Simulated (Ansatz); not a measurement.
**YbSn (P4/mmm): the cell at rest**

Wanted: the relaxed cell of YbSn (P4/mmm).

Method: DFT PBEsol, scalar-relativistic, plane waves, PAW, in Ansatz 0.2.0.

**1. The structure**

Symmetry: P4/mmm, No. 123, tetragonal system. The conventional cell has a = 3.507 Å, b = 3.507 Å, c = 4.400 Å, α = 90.00°, β = 90.00°, γ = 90.00°. Nearest to Yb lie 8 Sn at 3.32 Å and 4 Yb at 3.51 Å. Sn has 8 Yb at 3.32 Å and 4 Sn at 3.51 Å nearest. Farther neighbours are not listed.

**2. A coarse first look**

First a cheap look: the gap decides the mesh and the occupations, the pressure tells how far the cell has to move.

Contents of input.yaml:

```yaml
crystal:
  lattice:
    - [3.5072496347, 0.0, 0.0]
    - [0.0, 3.5072496347, 0.0]
    - [0.0, 0.0, 4.4]
  atoms:
    - { symbol: Yb, position: [0.5, 0.5, 0.5] }
    - { symbol: Sn, position: [0.0, 0.0, 0.0] }
kpoints:
  mp_grid: { grid: [6, 6, 4] }
hamiltonian:
  xc: pbesol
scf:
  occupations: { method: gaussian, width: 0.1 }
output:
  forces: true
  stress: true
  eigenvalues: true
```

Run with:

```
$ ansatz run input.yaml --threads 4 --pin off --max-ram 14336MiB --backend cpu --events-out ev --progress --plain --runs-dir out
```

Numbers of over 12 decimals in the logs are rounded to 6 here.

The log of the run:

```text
Engine: ansatz 0.2.0, aarch64-unknown-linux-gnu
Pseudopotentials: kind: paw
Pseudopotential: Yb, paw, valence charge 24, recommended cutoff 420 eV (normal), Yb.paw.azcp
Pseudopotential: Sn, paw, valence charge 14, recommended cutoff 420 eV (normal), Sn.paw.azcp
Functional definition: PBEsol
  exchange = pbesol_x
  correlation = pbesol_c
Crystal: 2 atoms, lattice volume = 54.124 Å³
[...]
--- Band table (eV; the first three rows and the last of 30) ---
  k-point 0: bands = [... 15 lower, 12.1414, 12.1414, 12.1499, 12.6505, 13.2923, 15.7997, 15.7997, 17.3048]
  k-point 1: bands = [... 15 lower, 12.1497, 12.1568, 12.1568, 13.4280, 14.7293, 14.8566, 14.8566, 18.7850]
  k-point 2: bands = [... 15 lower, 12.1496, 12.1845, 12.1845, 13.5778, 14.3299, 14.3299, 16.0896, 18.7921]
  k-point 29: bands = [... 15 lower, 12.1602, 12.1691, 12.1691, 12.1798, 12.2220, 15.7129, 16.3311, 16.3311]
[key lines of the parts left out:]
SCF converged after 8 iterations
Free energy (F): -19627.582221 eV
Fermi energy:    12.578223 eV
P = ⅓ Tr σ = -2.7200 GPa (-27.200 kbar)
```

It took 0.97 s on 4 threads of Arm Neoverse V1, shared host; peak memory 0.36 GiB; 3 s of CPU time.

Numbers from this step:

```yaml
pressure: -2.720 GPa
volume_per_atom: 27.06 Å³
gap_on_the_k_mesh: 0 eV
```

The coarse mesh shows no gap and a pressure of -2.7 GPa.

**3. Relaxation**

The cell and atoms are relaxed, since residual forces and stress would shift the frequencies.

input.yaml, the sections that differ from step 2:

```yaml
kpoints:
  mp_grid: { grid: [12, 12, 10] }
output:
  forces: true
  stress: true
  eigenvalues: true
  write_density: true
  write_potential: true
  elf: true
  volumetric_format: npy
relax:
  adjacent_minimum: "off"
  f_tol: 0.005
  max_steps: 80
  cell: { stress_tol: 0.05 }
# crystal, hamiltonian, scf: as in step 2
```

The log of the run:

```text
[...]
Crystal: 2 atoms, lattice volume = 54.124 Å³
Basis set: ecut = 420 eV, 1035 PW (Γ), exchange–correlation on 48×48×60 points (8 copies of the dense FFT grid, shifted against one another)
Bands: 23, of which v1, the nominal top of the filled ones, is band 19 counted from 1 (18 counted from 0)
Symmetry: 16 space group operations
[...]
k-points: 168 of 1440
[...]
SCF iter   1: F=—  HF=-19627.642939 eV  |F-HF|=—  |Δ(HF+E_count)|=         —  Δρ=6.13e-3  dr2=2.03e-2  ethr=1.77e-3  ⟨swp⟩=5.8  Hψ=17471  notcnv=0
[...]
SCF iter   8: F=-19627.637020 eV  HF=-19627.637020 eV  |F-HF|=2.16e-8  |Δ(HF+E_count)|=   1.07e-7  Δρ=4.34e-6  dr2=2.54e-8  ethr=2.63e-10  ⟨swp⟩=12.1  Hψ=35904  notcnv=0
SCF 1 converged in 8 iterations: F = -19627.637020 eV  dr2 = 2.54e-8
[...]
relax step   1: F+E_penalty+E_count = -19627.63702016 eV  Δ(F+E_penalty+E_count) = +0.000e0 eV  max|allowed force component| = 5.052e-29 eV/Å  Δτ_max = 0.0000 Å  P = -2.781 GPa  Ω = 54.124 Å³  (8 SCF iters, dr2 threshold 1.00e-7 eV, accepted)
Crystal: 2 atoms, lattice volume = 50.629 Å³
Basis set: ecut = 420 eV, 1019 PW (Γ), exchange–correlation on 48×48×60 points (8 copies of the dense FFT grid, shifted against one another)
[...]
iter 1 solved again at ethr=1.89e-4 eV; its pass at ethr=3.10e-3 eV (dr2=7.17e-2 eV) is discarded
[...]
SCF iter   8: F=-19627.668593 eV  HF=-19627.668594 eV  |F-HF|=4.60e-8  |Δ(HF+E_count)|=   2.58e-7  Δρ=9.21e-6  dr2=3.82e-8  ethr=5.26e-10  ⟨swp⟩=12.6  Hψ=41721  notcnv=0
SCF 2 converged in 8 iterations: F = -19627.668593 eV  dr2 = 3.82e-8
relax step   2: F+E_penalty+E_count = -19627.66859348 eV  Δ(F+E_penalty+E_count) = -3.157e-2 eV  max|allowed force component| = 2.603e-29 eV/Å  Δτ_max = 0.0000 Å  P = +0.292 GPa  Ω = 50.629 Å³  energy of the carried Pulay correction = +9.051e-4 eV  (8 SCF iters, dr2 threshold 2.00e-7 eV, accepted)
Crystal: 2 atoms, lattice volume = 50.803 Å³
Basis set: ecut = 420 eV, 1011 PW (Γ), exchange–correlation on 48×48×60 points (8 copies of the dense FFT grid, shifted against one another)
[...]
SCF iter   6: F=-19627.671100 eV  HF=-19627.671100 eV  |F-HF|=7.63e-8  |Δ(HF+E_count)|=   7.00e-8  Δρ=5.59e-6  dr2=1.26e-8  ethr=3.65e-10  ⟨swp⟩=9.4  Hψ=36324  notcnv=0
SCF 3 converged in 6 iterations: F = -19627.671100 eV  dr2 = 1.26e-8
relax step   3: F+E_penalty+E_count = -19627.67109993 eV  Δ(F+E_penalty+E_count) = -2.506e-3 eV  max|allowed force component| = 1.341e-29 eV/Å  Δτ_max = 0.0000 Å  P = +0.038 GPa  Ω = 50.803 Å³  energy of the carried Pulay correction = +8.587e-4 eV  (6 SCF iters, dr2 threshold 2.00e-7 eV, accepted)
[...]
relax step   4: F+E_penalty+E_count = -19627.67147812 eV  Δ(F+E_penalty+E_count) = -3.782e-4 eV  max|allowed force component| = 9.466e-30 eV/Å  Δτ_max = 0.0000 Å  P = +0.005 GPa  Ω = 50.797 Å³  energy of the carried Pulay correction = +8.609e-4 eV  (6 SCF iters, dr2 threshold 2.00e-7 eV, accepted)
[...]
SCF iter   6: F=-19627.670715 eV  HF=-19627.670715 eV  |F-HF|=0.00e0  |Δ(HF+E_count)|=  3.64e-11  Δρ=1.39e-7  dr2=6.10e-12  ethr=1.00e-12  ⟨swp⟩=8.1  Hψ=24755  notcnv=0
SCF 5 converged in 6 iterations: F = -19627.670715 eV  dr2 = 6.10e-12
relax step   5: F+E_penalty+E_count = -19627.67071462 eV  Δ(F+E_penalty+E_count) = +7.635e-4 eV  max|allowed force component| = 1.558e-29 eV/Å  Δτ_max = 0.0000 Å  P = -0.006 GPa  Ω = 50.797 Å³  stress off target by 2.76e-2 GPa  SCF on the basis re-selected at this cell (its energy is not comparable with the rows above)  (6 SCF iters)
basis re-selected at this cell: Δ(F+E_penalty+E_count) = +7.635e-4 eV, ΔP = -0.010 GPa vs the last step (what re-selecting the basis moved, of the pressure what is left beyond the Pulay correction that the steps carried, after the strain that the cell walked since its last selection, with what the two solves' SCF thresholds leave and, on support functions, any second-order correction that the steps lacked; it is no m [...]
SCF converged after 6 iterations
Free energy (F): -19627.670715 eV
[...]
Internal energy: -19627.663238 eV  (E = F + TS)
E sigma→0 (E₀):  -19627.666976 eV
Entropy (-TS):   -0.007477 eV (-3.739 meV/atom)
Fermi energy:    13.602071 eV
[...]
--- Stress (GPa, compression-positive) ---
        0.005424       0.000000       0.000000
        0.000000       0.005424       0.000000
        0.000000       0.000000      -0.027564
  P = ⅓ Tr σ = -0.0056 GPa (-0.056 kbar)
--- Band table (eV; the first three rows and the last of 168) ---
  k-point 0: bands = [... 15 lower, 13.1604, 13.1604, 13.1645, 13.5848, 14.1982, 17.2482, 17.2482, 18.5644]
  k-point 1: bands = [... 15 lower, 13.1638, 13.1638, 13.1645, 14.1729, 14.2190, 16.9018, 16.9018, 19.0348]
  k-point 2: bands = [... 15 lower, 13.1646, 13.1743, 13.1743, 14.2749, 15.0800, 16.3691, 16.3691, 19.9373]
  k-point 167: bands = [... 15 lower, 13.1789, 13.1789, 13.1825, 13.2113, 13.2524, 16.8369, 17.6954, 17.6954]
--- Relaxed structure (4 steps of the walk, 4 accepted, 1 SCFs on fresh bases) ---
  F+E_penalty+E_count = -19627.67071462 eV   max|allowed force component| = 1.558e-29 eV/Å   (the final SCF, on the basis selected at the relaxed cell)
  cell:  # Å, volume = 50.7967 Å³
    - [3.397367, 0, 0.0]
    - [0, 3.397367, 0.0]
    - [0.0, 0.0, 4.400993]
  atoms:
    - { symbol: Yb, position: [0.5, 0.5, 0.5] }
    - { symbol: Sn, position: [0, 0.0, 0.0] }
```

Run time: 20 s. Hardware: 4 threads; peak memory 0.51 GiB.

The steps of the relaxation:

| step | energy less that of the first step (eV) | largest force component (eV/Å) | pressure (GPa) | volume (Å³) |
| --- | --- | --- | --- | --- |
| 1 | 0.0000 | 0.0000 | -2.78 | 54.12 |
| 2 | -0.0316 | 0.0000 | 0.29 | 50.63 |
| 3 | -0.0341 | 0.0000 | 0.04 | 50.80 |
| 4 | -0.0345 | 0.0000 | 0.00 | 50.80 |
| 5* | -0.0337 | 0.0000 | -0.01 | 50.80 |

Relaxation steps marked * repeat the geometry before them on a plane-wave basis chosen anew for their cell, so energy and pressure can jump there.

The run keeps the 16 symmetry operations that it works with, so distortions that break them were not tested.

| conventional cell, symmetrised | before | after | change |
| --- | --- | --- | --- |
| a (Å) | 3.507 | 3.397 | -3.1 % |
| b (Å) | 3.507 | 3.397 | -3.1 % |
| c (Å) | 4.400 | 4.401 | +0.0 % |
| volume (Å³/atom) | 27.06 | 25.40 | -6.1 % |

Final coordinates:

```xyz
2
Lattice="3.3974 0.0000 0.0000 0.0000 3.3974 0.0000 0.0000 0.0000 4.4010" Properties=species:S:1:pos:R:3 pbc="T T T"
Yb    1.6987    1.6987    2.2005
Sn    0.0000    0.0000    0.0000
```

Numbers from this step:

```yaml
pressure: -0.005572 GPa
volume_per_atom: 25.40 Å³
```

Electrostatic potential energy in the ac plane at fractional y = 0.500, with atoms of Yb within 0.2 Å of it. With pseudopotentials it is smooth inside the atoms' cores, unlike the true potential.

Ten even steps from '0' (-48 eV) to '9' (16 eV), each cell a mean:
```
99999999999999999
99999999999999999
99999999999999999
99999998888999999
99999887777889999
99998764444678999
99987532112357899
99986420000246899
99885310000135889
99986410000146899
99987531111357899
99998754334578999
99999876666789999
99999988888899999
99999999999999999
99999999999999999
99999999999999999
99999999999999999
```
Columns run along a (3.4 Å; values clipped at the 3rd and 97th percentile), rows up along c (4.4 Å). Atoms in or near the plane, at fractional coordinates: Yb at (0.50, 0.50).

Valence density in the ac plane at fractional y = 0.500, with atoms of Yb within 0.2 Å of it. It is the smooth field of the valence electrons, not physical close to the nuclei.

Values in e/Å³, 18 rows by 14 columns, each cell a mean:
```
 0  0  0  0  0  0  0  0  0  0  0  0  0  0
 0  0  0  0  0  0  0  0  0  0  0  0  0  0
 0  0  0  0  0  0  0  0  0  0  0  0  0  0
 0  0  0  0  0  0  0  0  0  0  0  0  0  0
 0  0  0  0  0  0  1  1  1  0  0  0  0  0
 0  0  0  0  1  1  2  3  2  1  0  0  0  0
 0  0  0  0  1  4  8  9  7  3  1  0  0  0
 0  0  0  1  3 10 20 25 19  7  2  1  0  0
 0  0  0  1  3 13 28 35 26 10  3  1  0  0
 0  0  0  1  3 11 23 28 21  8  2  1  0  0
 0  0  0  0  2  5 11 13 10  4  1  0  0  0
 0  0  0  0  1  2  3  3  3  1  1  0  0  0
 0  0  0  0  0  0  1  1  1  0  0  0  0  0
 0  0  0  0  0  0  0  0  0  0  0  0  0  0
 0  0  0  0  0  0  0  0  0  0  0  0  0  0
 0  0  0  0  0  0  0  0  0  0  0  0  0  0
 0  0  0  0  0  0  0  0  0  0  0  0  0  0
 0  0  0  0  0  0  0  0  0  0  0  0  0  0
```
Columns run along a (3.4 Å), rows up along c (4.4 Å). Atoms in or near the plane, at fractional coordinates: Yb at (0.50, 0.50).

ELF in the ac plane at fractional y = 0.500, with atoms of Yb within 0.2 Å of it. It is the smooth field of the valence electrons, not physical close to the nuclei.

Values, 18 rows by 14 columns, each cell a mean:
```
0.40 0.39 0.37 0.33 0.27 0.20 0.16 0.14 0.16 0.21 0.28 0.33 0.37 0.39
0.41 0.39 0.36 0.30 0.22 0.15 0.11 0.10 0.11 0.16 0.24 0.31 0.37 0.40
0.41 0.39 0.33 0.24 0.15 0.09 0.06 0.06 0.07 0.10 0.16 0.26 0.34 0.39
0.39 0.35 0.25 0.15 0.09 0.07 0.08 0.09 0.08 0.07 0.10 0.16 0.27 0.36
0.32 0.25 0.15 0.10 0.12 0.22 0.31 0.34 0.30 0.20 0.11 0.10 0.17 0.27
0.23 0.16 0.10 0.13 0.29 0.50 0.61 0.64 0.60 0.46 0.26 0.12 0.11 0.18
0.14 0.10 0.10 0.23 0.51 0.71 0.78 0.79 0.77 0.68 0.46 0.20 0.09 0.11
0.09 0.07 0.13 0.36 0.65 0.79 0.78 0.76 0.79 0.78 0.60 0.31 0.11 0.07
0.07 0.07 0.14 0.40 0.69 0.80 0.73 0.67 0.75 0.79 0.64 0.35 0.12 0.07
0.08 0.07 0.13 0.37 0.67 0.79 0.77 0.73 0.78 0.78 0.62 0.32 0.11 0.07
0.12 0.09 0.10 0.27 0.56 0.75 0.80 0.80 0.79 0.72 0.51 0.24 0.09 0.09
0.21 0.15 0.10 0.14 0.33 0.55 0.66 0.68 0.65 0.51 0.29 0.13 0.10 0.16
0.30 0.24 0.14 0.10 0.14 0.27 0.37 0.40 0.36 0.24 0.13 0.10 0.15 0.25
0.38 0.33 0.23 0.13 0.08 0.09 0.12 0.13 0.12 0.09 0.09 0.14 0.24 0.34
0.41 0.38 0.32 0.22 0.13 0.08 0.06 0.06 0.06 0.08 0.15 0.24 0.33 0.39
0.41 0.39 0.36 0.30 0.21 0.14 0.10 0.09 0.10 0.15 0.23 0.31 0.37 0.40
0.40 0.39 0.37 0.32 0.26 0.19 0.15 0.14 0.15 0.21 0.27 0.33 0.37 0.39
0.39 0.39 0.37 0.33 0.27 0.21 0.17 0.16 0.18 0.23 0.29 0.34 0.37 0.39
```
Columns run along a (3.4 Å), rows up along c (4.4 Å). Atoms in or near the plane, at fractional coordinates: Yb at (0.50, 0.50).

In this step the volume went from 27.06 to 25.40 Å³/atom.

**4. Relaxing to small forces for the phonons**

Phonons need a cell at rest on their own settings, so the relaxation is repeated with tight tolerances on forces and stress, using the mesh and the filling of the phonon run that follows.

Contents of input.yaml:

```yaml
crystal:
  lattice:
    - [3.3973671052, 0.0, 0.0]
    - [0.0, 3.3973671052, 0.0]
    - [0.0, 0.0, 4.4009930867]
  atoms:
    - { symbol: Yb, position: [0.5, 0.5, 0.5] }
    - { symbol: Sn, position: [0.0, 0.0, 0.0] }
kpoints:
  mp_grid: { grid: [12, 12, 12] }
hamiltonian:
  xc: pbesol
scf:
  occupations: { method: methfessel_paxton, width: 0.2 }
output:
  forces: true
  stress: true
  eigenvalues: true
relax:
  adjacent_minimum: "off"
  f_tol: 0.001
  max_steps: 60
  cell: { stress_tol: 0.01 }
```

The log of the run:

```text
[...]
Crystal: 2 atoms, lattice volume = 50.797 Å³
Basis set: ecut = 420 eV, 1011 PW (Γ), exchange–correlation on 48×48×60 points (8 copies of the dense FFT grid, shifted against one another)
Bands: 23, of which v1, the nominal top of the filled ones, is band 19 counted from 1 (18 counted from 0)
Symmetry: 16 space group operations
[...]
k-points: 196 of 1728
[...]
k-point 195: bands = [... 15 lower, 13.5002, 13.5127, 13.5127, 13.5406, 13.5562, 17.0336, 17.9406, 17.9406]
--- Relaxed structure (3 steps of the walk, 3 accepted, 1 SCFs on fresh bases) ---
[...]
cell:  # Å, volume = 50.2465 Å³
    - [3.386977, 0.0, 0.0]
    - [0.0, 3.386977, 0.0]
    - [0.0, 0.0, 4.380075]
  atoms:
    - { symbol: Yb, position: [0.5, 0.5, 0.500000] }
    - { symbol: Sn, position: [0, 0, 0.0] }
[key lines of the parts left out:]
SCF converged after 9 iterations
Free energy (F): -19627.641256 eV
Fermi energy:    13.719345 eV
P = ⅓ Tr σ = -0.0061 GPa (-0.061 kbar)
```

The job ended after 17 s (4 threads; peak memory 0.51 GiB).

The steps of the relaxation:

| step | energy less that of the first step (eV) | largest force component (eV/Å) | pressure (GPa) | volume (Å³) |
| --- | --- | --- | --- | --- |
| 1 | 0.0000 | 0.0000 | -0.58 | 50.80 |
| 2 | -0.0012 | 0.0000 | 0.15 | 50.11 |
| 3 | -0.0012 | 0.0000 | 0.00 | 50.25 |
| 4* | -0.0010 | 0.0000 | -0.01 | 50.25 |

Relaxation steps marked * repeat the geometry before them on a plane-wave basis chosen anew for their cell, so energy and pressure can jump there.

Forces are held to the 16 operations that the run works with; a distortion that breaks them can't arise in this run.

| conventional cell, symmetrised | before | after | change |
| --- | --- | --- | --- |
| a (Å) | 3.397 | 3.387 | -0.3 % |
| b (Å) | 3.397 | 3.387 | -0.3 % |
| c (Å) | 4.401 | 4.380 | -0.5 % |
| volume (Å³/atom) | 25.40 | 25.12 | -1.1 % |

The relaxed structure:

```cif
data_structure
_symmetry_space_group_name_H-M 'P 1'
_symmetry_Int_Tables_number 1
_cell_length_a 3.3870
_cell_length_b 3.3870
_cell_length_c 4.3801
_cell_angle_alpha 90.000
_cell_angle_beta 90.000
_cell_angle_gamma 90.000
_cell_volume 50.25
loop_
_atom_site_label
_atom_site_type_symbol
_atom_site_fract_x
_atom_site_fract_y
_atom_site_fract_z
_atom_site_occupancy
Yb1 Yb 0.50000 0.50000 0.50000 1
Sn2 Sn 0.00000 0.00000 0.00000 1
```

Numbers from this step:

```yaml
pressure: -0.006107 GPa
volume_per_atom: 25.12 Å³
```

The forces vanish by symmetry and the pressure is -0.006 GPa, within the tolerances set. The cell now holds 25.12 Å³/atom.

**5. What came out**

- space group after relaxation (within 0.01 Å): P4/mmm
- lattice constant a: 3.387 Å
- lattice constant b: 3.387 Å
- lattice constant c: 4.380 Å
- volume per atom: 25.1 Å³

The forces vanish by symmetry and the pressure is -0.006 GPa, within the tolerances set. The cell now holds 25.12 Å³/atom. The relaxation keeps the symmetry of its start, so it says nothing on stability against lower symmetry. The runs are without spin polarisation, although Yb often carries a moment. The 4f shell is treated without a U, so valence and screening may be off. Spin-orbit coupling is left out, which can matter for the heavy elements here.

[Logs are printed without paths, hosts, clocks, repeated set-up lines and the standing remarks that a program may print on its own settings, such as how far it seeks lower states.]

[Hosts, paths, dates, database ids (printed as entryN), source tags and the programs' standing remarks are cut or masked in the printed files.]
